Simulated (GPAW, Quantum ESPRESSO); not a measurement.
# Zn (Zinc, P6_3/mmc): the Zn K absorption edge, part 3 of 5

Do two independent programs agree on the Zn K edge of Zn (Zinc, P6_3/mmc)? The same cell and functional are run with XSpectra and with GPAW.

Quantum ESPRESSO 7.5 and GPAW 26.7.0; core-hole supercells, plane-wave PAW LDA.

So far. Step 2 (Ground state of the crystal (Quantum ESPRESSO)): The mesh shows no gap, so the system is treated as a metal and the core electron is put at the Fermi level (neutral cell). Step 3 (Spectrum without a core hole, Zn atom 1 (Quantum …): Main maxima below 30 eV (height): 10.8 eV (1.40) and 17.9 eV (1.16). A K edge sees empty p states on the absorber.

The database entry behind the starting cell differs from later determinations by our own check (about 0.3 % long), so it need not match the best structure at ambient conditions.

### 7. Spectrum with XCH, Zn atom 1 (Quantum ESPRESSO)

Level of this step: X-ray absorption near-edge structure, plane-wave PAW LDA, one-electron final states by a Lanczos continued fraction (Quantum ESPRESSO).

The Lanczos recursion gives the spectrum without computing empty bands; each polarisation needs a run of its own on the full k mesh. xe0 is set between filled and empty states, and states below it are cut, here at the Fermi level, which holds the excited electron. The file of filecore holds the core orbital, taken from the hole-free data set.

The input, xspectra.in:

```
&input_xspectra
   calculation='xanes_dipole', edge='K'
   prefix='x', outdir='tmp', xiabs=1, xe0=10.7984
   xonly_plot=.false., x_save_file='xanes.sav'
   xniter=3000, xcheck_conv=20, xerror=0.005
   xcoordcrys=.false., xepsilon(1)=1, xepsilon(2)=0, xepsilon(3)=0
/
&plot
   xnepoint=413, xemin=-10, xemax=45, terminator=.true., cut_occ_states=.true.
   xgamma=0.4
/
&pseudos
   filecore='../Zn.wfc'
/
&cut_occ
   cut_desmooth=0.1, cut_stepl=0.05, cut_stepu=0.05, cut_ierror=1e-5
/
5 5 4 0 0 0
```

xspectra_1.in, as its differences from xspectra.in of step 7:

```diff
@@ -5,3 +5,3 @@
    xniter=3000, xcheck_conv=20, xerror=0.005
-   xcoordcrys=.false., xepsilon(1)=1, xepsilon(2)=0, xepsilon(3)=0
+   xcoordcrys=.false., xepsilon(1)=0, xepsilon(2)=1, xepsilon(3)=0
 /
```

xspectra_2.in, as its differences from xspectra_1.in of step 7:

```diff
@@ -5,3 +5,3 @@
    xniter=3000, xcheck_conv=20, xerror=0.005
-   xcoordcrys=.false., xepsilon(1)=0, xepsilon(2)=1, xepsilon(3)=0
+   xcoordcrys=.false., xepsilon(1)=0, xepsilon(2)=0, xepsilon(3)=1
 /
```

Command:

```
> OMP_NUM_THREADS=1 mpirun --oversubscribe --bind-to none -np 4 xspectra.x -nk 4 -in xspectra.in > xspectra.out
```

Numbers of over 12 decimals in the logs are rounded to 6 here.

Log:

```text
     [... banner and references ...]
Reading input_file

     calculation: xanes_dipole

     xepsilon  [cartesian coordinates]:   1.000000   0.000000   0.000000

     xonly_plot: FALSE
        => complete calculation: Lanczos + spectrum plot

     filecore (core-wavefunction file): ../Zn.wfc

     main plot parameters:
        cut_occ_states: TRUE
        gamma_mode:  constant
        -> using xgamma [eV]:  0.40
        xemin [eV]: -10.00
        xemax [eV]:  45.00
        xnepoint:  413
        xe0 [eV]:  10.798400 (energy zero read in input file)

     WARNING: variable ef_r is obsolete

                      Reading SCF save directory: x.save

     tmp/x.save/

     Exchange-correlation= PZ
                           (   1   1   0   0   0   0   0)

     G-vector sticks info

                           Getting the Fermi energy

     From SCF save directory:
        ehomo [eV]:   11.1341 (highest occupied level)
        elumo [eV]:   11.1941 (lowest occupied level)
        ef    [eV]:   11.1341

     -> ef (in eV) will be written in x_save_file

                           Energy zero of the spectrum

     -> ef will NOT be used as energy zero of the spectrum
       (because xe0 read in input file)

     G-vector sticks info

     bravais-lattice index     =            0
     lattice parameter (alat)  =      10.6548  a.u.
     unit-cell volume          =    1448.2866 (a.u.)^3
     number of atoms/cell      =           14
     number of atomic types    =            2
     number of electrons       =       169.00
     number of Kohn-Sham states=          105
     kinetic-energy cutoff     =      62.0000  Ry
     charge density cutoff     =     410.0000  Ry
     Exchange-correlation= PZ
                           (   1   1   0   0   0   0   0)

     celldm(1)=  10.654781  celldm(2)=   0.000000  celldm(3)=   0.000000
     celldm(4)=   0.000000  celldm(5)=   0.000000  celldm(6)=   0.000000

     crystal axes: (cart. coord. in units of alat)
               a(1) = (   0.473550   0.000000  -0.880767 )
               a(2) = (  -0.710325  -0.410106  -0.880767 )
               a(3) = (   0.236775   1.230318   0.000000 )

     reciprocal axes: (cart. coord. in units 2 pi/alat)
               b(1) = (  0.905019 -0.174171 -0.648785 )
               b(2) = ( -0.905019  0.174171 -0.486589 )
               b(3) = ( -0.301673  0.870855 -0.162196 )

     PseudoPot. #1 for Zn:     Pseudo is Projector augmented-wave + core cor, Zval = 13.0

     PseudoPot. #2 for Zn:     Pseudo is Projector augmented-wave + core cor, Zval = 12.0

     atomic species   valence    mass     pseudopotential
     Zn0              13.00     1.00000     Zn( 1.00)
     Zn               12.00     1.00000     Zn( 1.00)

     No symmetry found

   Cartesian axes

     site n.     atom                  positions (alat units)
         1        Zn0    tau(   1) = (   0.2367749   0.9569143  -1.1009588  )
         2        Zn     tau(   2) = (  -0.4735498  -0.2734041  -1.1009588  )
         3        Zn     tau(   3) = (   0.2367749   0.1367020  -1.1009588  )
         4        Zn     tau(   4) = (   0.0000000   0.5468082  -0.2201918  )
         5        Zn     tau(   5) = (  -0.2367749   0.1367020  -1.1009588  )
         6        Zn     tau(   6) = (   0.2367749   0.9569143  -0.2201918  )
[...]
12        Zn     tau(  12) = (   0.2367749   0.6835102  -0.6605753  )
        13        Zn     tau(  13) = (  -0.2367749  -0.1367020  -0.6605753  )
        14        Zn     tau(  14) = (   0.4735498   1.0936163  -0.6605753  )

     number of k points=   100  Marzari-Vanderbilt smearing, width (Ry)=  0.0150

     Number of k-points >= 100: set verbosity='high' to print them.

     Dense  grid:   202985 G-vectors     FFT dimensions: (  72,  90,  90)

     Smooth grid:    95577 G-vectors     FFT dimensions: (  54,  72,  72)

     The potential is recalculated from file :
     tmp/x.save/charge-density

     Starting wfcs are  126 atomic wfcs
     Checking if some PAW data can be deallocated...

               Reading core wavefunction file for the absorbing atom

     ../Zn.wfc successfully read

                              Attributing the PAW radii
                     for the absorbing atom [units: Bohr radius]

        PAW proj 1: r_paw(l= 0)= 3.30  (1.5*r_cut)
        PAW proj 2: r_paw(l= 0)= 3.30  (1.5*r_cut)
        PAW proj 3: r_paw(l= 1)= 3.30  (1.5*r_cut)
        PAW proj 4: r_paw(l= 1)= 3.30  (1.5*r_cut)
        PAW proj 5: r_paw(l= 2)= 2.55  (1.5*r_cut)
        PAW proj 6: r_paw(l= 2)= 2.55  (1.5*r_cut)

        NB: The calculation will not necessary use all these r_paw values.
            - For a edge in the electric-dipole approximation,
              only the r_paw(l=1) values are used.
            - For a K edge in the electric-quadrupole approximation,
              only the r_paw(l=2) values are used.

            - For a L2 or L3 edge in the electric-quadrupole approximation,

              all projectors (s, p and d) are used.

                          Starting XANES calculation
                     in the electric dipole approximation

     Method of calculation based on the Lanczos recursion algorithm
        - STEP 1: Construction of a kpoint-dependent Lanczos basis,
          in which the Hamiltonian is tridiagonal (each 'iter'
          corresponds to the calculation of one more Lanczos vector)
        - STEP 2: Calculation of the cross-section as a continued fraction
          averaged over the k-points.

     ... Begin STEP 1 ...

        Radial transition matrix element(s) used in the calculation of the
        initial vector of the Lanczos basis (|tilde{phi}_abs> normalized)
        | For PAW proj. (l=1) #1: radial matrix element =   0.003347842
        | For PAW proj. (l=1) #2: radial matrix element =   0.006497768

NB: the    25 k-point are not all listed below because npool=  4
        |-------------------------------------------------------------
        ! k-point #     1:  ( 0.0000,  0.0000, -0.0000),  0.0200,   1
        |-------------------------------------------------------------
 okvan= T
        |   Norm of the initial Lanczos vector: 0.48709305E-02
        |   Estimated error at iter     20:   1.01120233
        |   Estimated error at iter     40:   0.37742064
        |   Estimated error at iter     60:   0.27088301
        |   Estimated error at iter     80:   0.22815981
        |   Estimated error at iter    100:   0.09598865
[...]
!   => CONVERGED at iter    460 with error=  0.00457662
        |-------------------------------------------------------------
        ! k-point #     2:  (-0.0754,  0.2177, -0.0405),  0.0200,   1
        |-------------------------------------------------------------
 okvan= T
        |   Norm of the initial Lanczos vector: 0.48709293E-02
[...]
!   => CONVERGED at iter    620 with error=  0.00484950
        |-------------------------------------------------------------
     [... 22 further k-points ...]
        ! k-point #    25:  (-0.0000,  0.0000, -0.2271),  0.0200,   1
        |-------------------------------------------------------------
 okvan= T
        |   Norm of the initial Lanczos vector: 0.48709268E-02
[...]
|   Estimated error at iter    420:   0.01691212
        |   Estimated error at iter    440:   0.01215142
        |   Estimated error at iter    460:   0.00871684
        !   => CONVERGED at iter    480 with error=  0.00291954

     Results of STEP 1 successfully written in x_save_file
     x_save_file name:
     ->  xanes.sav
     x_save_file version:  2

     ... End STEP 1 ...

     ... Begin STEP 2 ...

     The spectrum is calculated using the following parameters:
        xe0 [eV]:   10.7984
        the occupied states are elimintate from the spectrum
        xemin [eV]: -10.00
        xemax [eV]:  45.00
        xnepoint:  413
        constant broadening parameter [eV]:    0.400
        Core level energy [eV]:  -9659.
         (from electron binding energy of neutral atoms in X-ray data booklet)

     Cross-section successfully written in xanes.dat

     ... End STEP 2 ...

                                END JOB XSpectra
```

Elapsed: 7 min, on 4 MPI ranks of AMD EPYC 9R45, shared host; peak memory 0.25 GiB; 28 min of CPU time.

The Zn K spectrum, Zn atom 1, excited-electron core hole (neutral cell) (energy from the energy zero of the input (xe0, at the border of filled and empty states); intensity scaled to a mean of 1 over the first 20 eV; folded afterwards to Lorentzian half width 0.83 eV up to 4 eV, rising linearly to 1.75 eV at 25 eV; the points at xe0, where the cut of filled states can leave a spike, are interpolated; polarised curves are means over the symmetry-equivalent atoms):

| E (eV) | isotropic | ε ⊥ c | ε ∥ c |
| --- | --- | --- | --- |
| -2.0 | 0.12 | 0.11 | 0.14 |
| -1.5 | 0.14 | 0.13 | 0.17 |
| -1.0 | 0.19 | 0.17 | 0.23 |
| -0.5 | 0.26 | 0.23 | 0.33 |
| 0.0 | 0.37 | 0.32 | 0.48 |
| 0.5 | 0.50 | 0.44 | 0.61 |
| 1.0 | 0.59 | 0.53 | 0.71 |
| 1.5 | 0.67 | 0.60 | 0.81 |
| 2.0 | 0.75 | 0.67 | 0.92 |
| 2.5 | 0.84 | 0.75 | 1.00 |
| 3.0 | 0.90 | 0.82 | 1.06 |
| 3.5 | 0.93 | 0.87 | 1.06 |
| 4.0 | 0.93 | 0.88 | 1.03 |
| 4.5 | 0.94 | 0.89 | 1.03 |
| 5.0 | 0.98 | 0.94 | 1.06 |
| 5.5 | 1.05 | 1.01 | 1.13 |
| 6.0 | 1.12 | 1.08 | 1.22 |
| 6.5 | 1.17 | 1.11 | 1.29 |
| 7.0 | 1.19 | 1.13 | 1.31 |
| 7.5 | 1.22 | 1.17 | 1.31 |
| 8.0 | 1.26 | 1.23 | 1.33 |
| 8.5 | 1.32 | 1.29 | 1.38 |
| 9.0 | 1.36 | 1.33 | 1.43 |
| 9.5 | 1.37 | 1.35 | 1.41 |
| 10.0 | 1.32 | 1.32 | 1.32 |
| 10.5 | 1.25 | 1.27 | 1.21 |
| 11.0 | 1.18 | 1.22 | 1.09 |
| 11.5 | 1.10 | 1.16 | 0.98 |
| 12.0 | 1.05 | 1.11 | 0.91 |
| 12.5 | 1.01 | 1.08 | 0.86 |
| 13.0 | 0.98 | 1.05 | 0.84 |
| 13.5 | 0.97 | 1.05 | 0.83 |
| 14.0 | 0.97 | 1.05 | 0.82 |
| 14.5 | 0.97 | 1.04 | 0.82 |
| 15.0 | 0.96 | 1.03 | 0.82 |
| 15.5 | 0.95 | 1.01 | 0.84 |
| 16.0 | 0.96 | 1.01 | 0.85 |
| 16.5 | 0.97 | 1.02 | 0.86 |
| 17.0 | 0.98 | 1.03 | 0.87 |
| 17.5 | 0.98 | 1.04 | 0.88 |
| 18.0 | 0.98 | 1.03 | 0.87 |
| 18.5 | 0.96 | 1.00 | 0.87 |
| 19.0 | 0.92 | 0.96 | 0.86 |
| 19.5 | 0.89 | 0.91 | 0.85 |
| 20.0 | 0.85 | 0.86 | 0.84 |
| 20.5 | 0.83 | 0.83 | 0.84 |
| 21.0 | 0.83 | 0.82 | 0.85 |
| 21.5 | 0.83 | 0.81 | 0.86 |
| 22.0 | 0.83 | 0.81 | 0.87 |
| 22.5 | 0.83 | 0.81 | 0.87 |
| 23.0 | 0.84 | 0.82 | 0.88 |
| 23.5 | 0.84 | 0.82 | 0.88 |
| 24.0 | 0.84 | 0.82 | 0.88 |
| 24.5 | 0.84 | 0.82 | 0.89 |
| 25.0 | 0.85 | 0.83 | 0.90 |
| 25.5 | 0.86 | 0.84 | 0.90 |
| 26.0 | 0.87 | 0.85 | 0.91 |
| 26.5 | 0.88 | 0.86 | 0.93 |
| 27.0 | 0.89 | 0.87 | 0.94 |
| 27.5 | 0.91 | 0.88 | 0.96 |
| 28.0 | 0.92 | 0.89 | 0.99 |
| 28.5 | 0.94 | 0.90 | 1.01 |
| 29.0 | 0.95 | 0.92 | 1.03 |
| 29.5 | 0.96 | 0.93 | 1.04 |
| 30.0 | 0.98 | 0.94 | 1.06 |
| 30.5 | 1.00 | 0.95 | 1.08 |
| 31.0 | 1.02 | 0.97 | 1.11 |
| 31.5 | 1.04 | 0.98 | 1.14 |
| 32.0 | 1.05 | 1.00 | 1.17 |

Main maxima below 30 eV (height): 9.2 eV (1.37) and 17.4 eV (0.98). 

The total-energy difference is 9676.94 eV. One term is added: -30.82 eV, since the hole is spin-paired here and a spin-polarised one costs that much less in the free atom (computed apart). The photon energy is then 9646.12 eV. The tabulated edge of the element is 9659 eV. The functional leaves an error in such absolute values: in the free atom LDA prices this hole 19.1 eV below PBE (computed apart), and PBE is itself good to a few eV.

### 8. Ground state of the crystal (GPAW)

The second program starts from its own ground state, on the same cell and functional.

The input, scf.py:

```python
import numpy as np
from ase import Atoms
from ase.parallel import parprint, paropen
from gpaw import GPAW, PW, FermiDirac, Mixer, MixerDif, setup_paths
from gpaw.test import gen
setup_paths.insert(0, '.')
gen('Zn', name='nch1s', xcname='LDA', corehole=(1, 0, 0), write_xml=True)
from gpaw.mpi import world
world.barrier()

atoms = Atoms('Zn2',
    cell=[[2.67, 0, 0],
     [-1.335, 2.31228783, 0],
     [0, 0, 4.966]],
    scaled_positions=[[0.66666667, 0.33333333, 0.75],
     [0.33333333, 0.66666667, 0.25]],
    pbc=True)
atoms.calc = calc = GPAW(legacy_gpaw=True, mode=PW(500, force_complex_dtype=True), xc='LDA', setups={0: 'nch1s'},
    kpts={'size': (11, 11, 5), 'gamma': True}, occupations=FermiDirac(0.05),
    charge=0, mixer=Mixer(0.1, 5, 50), maxiter=150,
    convergence={'density': 0.0001, 'eigenstates': 1e-6}, txt='scf.txt')
energy = atoms.get_potential_energy() + calc.get_reference_energy()
ef = calc.get_fermi_level()
out = dict(energy=energy, fermi=ef, forces=atoms.get_forces().tolist())
parprint(f'all-electron energy {energy:.4f} eV, Fermi level {ef:.4f} eV')
ev = np.array([[calc.get_eigenvalues(k, s) for k in range(len(calc.get_ibz_k_points()))] for s in range(calc.get_number_of_spins())])
out['homo'], out['lumo'], out['counts'] = ev[ev < ef].max(), ev[ev > ef].min(), sorted(set((ev < ef).sum((0, 2)).tolist()))
out['filled'] = (ev[:, 0] < ef).sum(1).tolist()
import json
with paropen('out.json', 'w') as f:
    json.dump(out, f)
```

Command:

```
> OMP_NUM_THREADS=1 mpirun -n 4 gpaw python scf.py
```

Log:

```text
Input parameters:
  convergence: {density: 0.0001,
                eigenstates: 1e-06}
  kpts: {gamma: True,
         size: (11, 11, 5)}
  maxiter: 150
  mixer: {backend: pulay,
          beta: 0.1,
          method: separate,
          nmaxold: 5,
          weight: 50}
  mode: {ecut: 500.0,
         force_complex_dtype: True,
         name: pw}
  occupations: {fixmagmom: False,
                name: fermi-dirac,
[...]
*s    :     0.771506
4p(0) :    -0.045217     1.008310
*p    :     0.954783
3d(10):    -0.383140     0.154691
*d    :     0.616860
--------------------------------

Diagonalizing with gridspacing h=0.050

state   all-electron     PAW
-------------------------------
4s:      -0.228494    -0.228671
4p:      -0.045217    -0.045275
3d:      -0.383140    -0.383726
*f:                    0.072913
-------------------------------
all-electron energy -97579.6001 eV, Fermi level 6.2395 eV
[key lines of the parts left out:]
Converged after 16 iterations.
Dipole moment: (0.000000, -0.000000, 0.000000) |e|*Ang
Free energy:     -3.798871
Fermi level: 6.23948
```

The job ended after 4.3 s (4 MPI ranks; peak memory 0.18 GiB).

The mesh shows no gap, so the system is treated as a metal and the core electron is put at the Fermi level (neutral cell).

(Continued in part 4 of 5.)

[Banner, clock and machine lines of the logs are left out without a mark of their own.]

[Logs are printed without paths, hosts, clocks, repeated set-up lines and the standing remarks that a program may print on its own settings, such as how far it seeks lower states.]

[Hosts, paths, dates, database ids (printed as entryN), source tags and the programs' standing remarks are cut or masked in the printed files.]

[Lists of maxima count a maximum above −3 eV only where it reaches 4 % of the highest in the window and stands out from its surroundings by 2 % of it (1.5 % where it reaches 55 %); shoulders and weaker maxima are passed over, and of the rest the first, up to two pre-edge ones and the few strongest are named.]
